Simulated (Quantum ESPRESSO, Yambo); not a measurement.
# LiH (Fm-3m): changed settings of a GW run in Yambo

What do changed inputs do to GW on LiH (Fm-3m)?

Main program and level: Yambo 5.3.0; PBE and many-body steps on it, plane waves.

Most raw output is cut from this account.

The database entry behind the starting cell differs from later determinations by our own check (the deuteride, about 0.2 % short), so it need not match the best structure at ambient conditions.

### Step 1. The starting structure

Symmetry: Fm-3m, No. 225, cubic system. Conventional cell: a = 4.074 Å, b = 4.074 Å, c = 4.074 Å, α = 90.00°, β = 90.00°, γ = 90.00°. Li has 6 H at 2.04 Å nearest. H has 6 Li at 2.04 Å nearest. Farther neighbours are not listed.

As a file:

```
Li H
1.0
     0.00000    2.03675    2.03675
     2.03675    0.00000    2.03675
     2.03675    2.03675    0.00000
Li H
1 1
Direct
  0.00000 0.00000 0.00000
  0.50000 0.50000 0.50000
```

The cell and positions come from the Crystallography Open Database and are kept as given unless a step says otherwise.

### Step 2. Base

This step: Yambo 5.3.0; G0W0 on PBE, plane waves, norm-conserving pseudopotentials.

G0W0 replaces the xc potential by the self-energy, built once from these orbitals. Only a window of levels is corrected, while the sums run over the empty bands that the input names.

Contents of gw2.in:

```
HF_and_locXC
gw0
dyson
ppa
em1d
rim_cut
RandQpts= 1000000
RandGvec= 1 RL
EXXRLvcs= 66 Ry
VXCRLvcs= 264 Ry
Chimod= "HARTREE"
% BndsRnXp
 1 | 83 |
%
NGsBlkXp= 17 Ry
% LongDrXp
 1 | 1 | 1 |
%
% GbndRnge
 1 | 83 |
%
DysSolver= "n"
ExtendOut
PPAPntXp= 27.21138 eV
% QPkrange
 21 | 21 | 1 | 4 |
 1 | 1 | 1 | 4 |
%
```

On the command line:

```sh
$ OMP_NUM_THREADS=1 mpirun -n 4 yambo -F gw2.in -J gw2 -C gw2 > gw2.log
```

Run time: 2.3 min. Hardware: 4 MPI ranks of Arm Neoverse V1, shared host; peak memory 1.3 GiB; 9.1 min of CPU time.

This step gave:

```yaml
g0w0_gap_on_the_points_computed: 4.968 eV
starting_gap_on_the_mesh: 3.022 eV
k_of_the_valence_top: 0, -0.5, -0.5
k_of_the_conduction_bottom: 0, -0.5, -0.5
least_direct_g0w0_gap_on_the_computed_points: 4.968 eV
z_at_the_valence_top: 0.7817
z_at_the_conduction_bottom: 0.8195
```

The gap on the mesh goes from 3.02 eV to 4.97 eV, a correction of +1.95 eV.

### Step 3. Exchange cutoff

gw6.in, as its differences from gw2.in of step 2:

```diff
@@ -8,3 +8,3 @@
 RandGvec= 1 RL
-EXXRLvcs= 66 Ry
+EXXRLvcs= 16.5 Ry
 VXCRLvcs= 264 Ry
```

On the command line:

```sh
$ OMP_NUM_THREADS=1 mpirun -n 4 yambo -F gw6.in -J gw6,gw2_W -C gw6 > gw6.log
```

Wall time 87 s (4 MPI ranks); peak memory 1.2 GiB.

This step gave:

- G0W0 gap on the points computed: 4.960 eV
- starting gap on the mesh: 3.022 eV
- k of the valence top: 0, -0.5, -0.5
- k of the conduction bottom: 0, -0.5, -0.5
- least direct G0W0 gap on the computed points: 4.960 eV
- Z at the valence top: 0.7817
- Z at the conduction bottom: 0.8195

### Step 4. Damping of G

gw7.in, as its differences from gw6.in of step 3:

```diff
@@ -8,3 +8,3 @@
 RandGvec= 1 RL
-EXXRLvcs= 16.5 Ry
+EXXRLvcs= 66 Ry
 VXCRLvcs= 264 Ry
@@ -28 +28,2 @@
 %
+GDamping= 0.01 eV
```

On the command line:

```sh
$ OMP_NUM_THREADS=1 mpirun -n 4 yambo -F gw7.in -J gw7,gw2_W -C gw7 > gw7.log
```

Wall time 87 s (4 MPI ranks); peak memory 1.2 GiB.

This step gave:

| Quantity | Value |
| --- | --- |
| G0W0 gap on the points computed | 4.968 eV |
| starting gap on the mesh | 3.022 eV |
| k of the valence top | 0, -0.5, -0.5 |
| k of the conduction bottom | 0, -0.5, -0.5 |
| least direct G0W0 gap on the computed points | 4.968 eV |

Against G0W0 in Yambo (8×8×8 mesh, 83 bands, screening to 231.3 eV, Godby-Needs plasmon pole), the gap moves by −0.0001 eV.

### Step 5. More bands than the database holds

gw8.in, as its differences from gw7.in of step 4:

```diff
@@ -12,3 +12,3 @@
 % BndsRnXp
- 1 | 83 |
+ 1 | 603 |
 %
@@ -19,3 +19,3 @@
 % GbndRnge
- 1 | 83 |
+ 1 | 603 |
 %
@@ -28,2 +28 @@
 %
-GDamping= 0.01 eV
```

On the command line:

```sh
$ OMP_NUM_THREADS=1 mpirun -n 4 yambo -F gw8.in -J gw8 -C gw8 > gw8.log
```

The job ended after 2.8 s (4 MPI ranks; peak memory 0.96 GiB).

The run stopped with an error after 2.8 s.

The program's words: [ERROR] STOP signal received while in[05.01] Setup: observables and procedures [ERROR] Error in parallel wf distribution (Dipole ic)

The fault put into this input: more bands than the database holds.

### Step 6. The runs together

Times are wall times on 4 MPI ranks of Arm Neoverse V1, shared host, good to a factor of about two.

```csv
run,mesh,bands,screening cutoff (eV),DFT gap (eV),gap on the mesh (eV),direct (eV),time
base,8×8×8,83,231.3,3.022,4.968,4.968,2.3 min
exchange cutoff,8×8×8,83,231.3,3.022,4.960,4.960,87 s
damping of G,8×8×8,83,231.3,3.022,4.968,4.968,87 s
```

### Step 7. What came out

```
base            : 4.968 eV
exchange cutoff : 4.960 eV
damping of G    : 4.968 eV
known limits    : not at the basis limit
```

What this shows: Exchange cutoff: −0.008 eV against base (keys changed: EXXRLvcs). Damping of G: no change against base (keys changed: GDamping). Bands and cutoff are finite, so the gap is not at the basis limit. The miss can reach some tenths of an eV and take either sign; the mesh is an error of its own. In the G0W0 runs levels were corrected at 2 k points alone, so a gap called «on the mesh» is the least over those, and an edge elsewhere would be missed.

[Paths, hosts, dates, memory and timing lines, banners, echoed tables and standing remarks are left out of the program output.]

[Logs are printed without paths, hosts, clocks, repeated set-up lines and the standing remarks that a program may print on its own settings, such as how far it seeks lower states.]

[Runs of the session that timed out or met a known fault of the program may be left out.]

[Hosts, paths, dates, database ids (printed as entryN), source tags and the programs' standing remarks are cut or masked in the printed files.]
